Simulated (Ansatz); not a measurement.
Germanium (Fd-3m, 2 atoms a cell), computed twice by G0W0.

```yaml
crystal:
  lattice:
    - [0.00000, 2.82891, 2.82891]
    - [2.82891, 0.00000, 2.82891]
    - [2.82891, 2.82891, 0.00000]
  atoms:
    - { symbol: Ge, position: [0.00000, 0.00000, 0.00000] }
    - { symbol: Ge, position: [0.25000, 0.25000, 0.25000] }
```

The cell and positions come from the Crystallography Open Database and are kept as given unless a step says otherwise.

The first (Ansatz 0.2.0; start PBE with 40 % screened exact exchange, 6×6×6 mesh, 188 empty bands, screening to 150 eV, PAW set soft_1 files; 1 × NVIDIA H100 80GB HBM3 (shared by 6 runs) with 3 threads of AMD EPYC 7R13 (Zen 3), shared host) gave, on its mesh: starting gap 1.24 eV, G0W0 gap 1.12 eV, RPA ε∞ (mean) 15.74, 84 s.

Question: The second changes start from PBE with 40 % screened exact exchange to PBE with 90 % screened exact exchange. What does it give?

It gave: starting gap 2.78 eV, G0W0 gap 1.76 eV, RPA ε∞ (mean) 7.44, 51 s. The G0W0 gap moves by +0.64 eV, +1.54 eV from the start and −0.90 eV from the correction.

Limits: not at the basis limit; no spin-orbit coupling.

[Paths, hosts, dates, memory and timing lines, banners, echoed tables and standing remarks are left out of the program output.]

[Logs are printed without paths, hosts, clocks, repeated set-up lines and the standing remarks that a program may print on its own settings, such as how far it seeks lower states.]

[Runs of the session that timed out or met a known fault of the program may be left out.]

[Cells called generated may have been cut or substituted from an entry of the Crystallography Open Database or the Materials Project.]

[Hosts, paths, dates, database ids (printed as entryN), source tags and the programs' standing remarks are cut or masked in the printed files.]
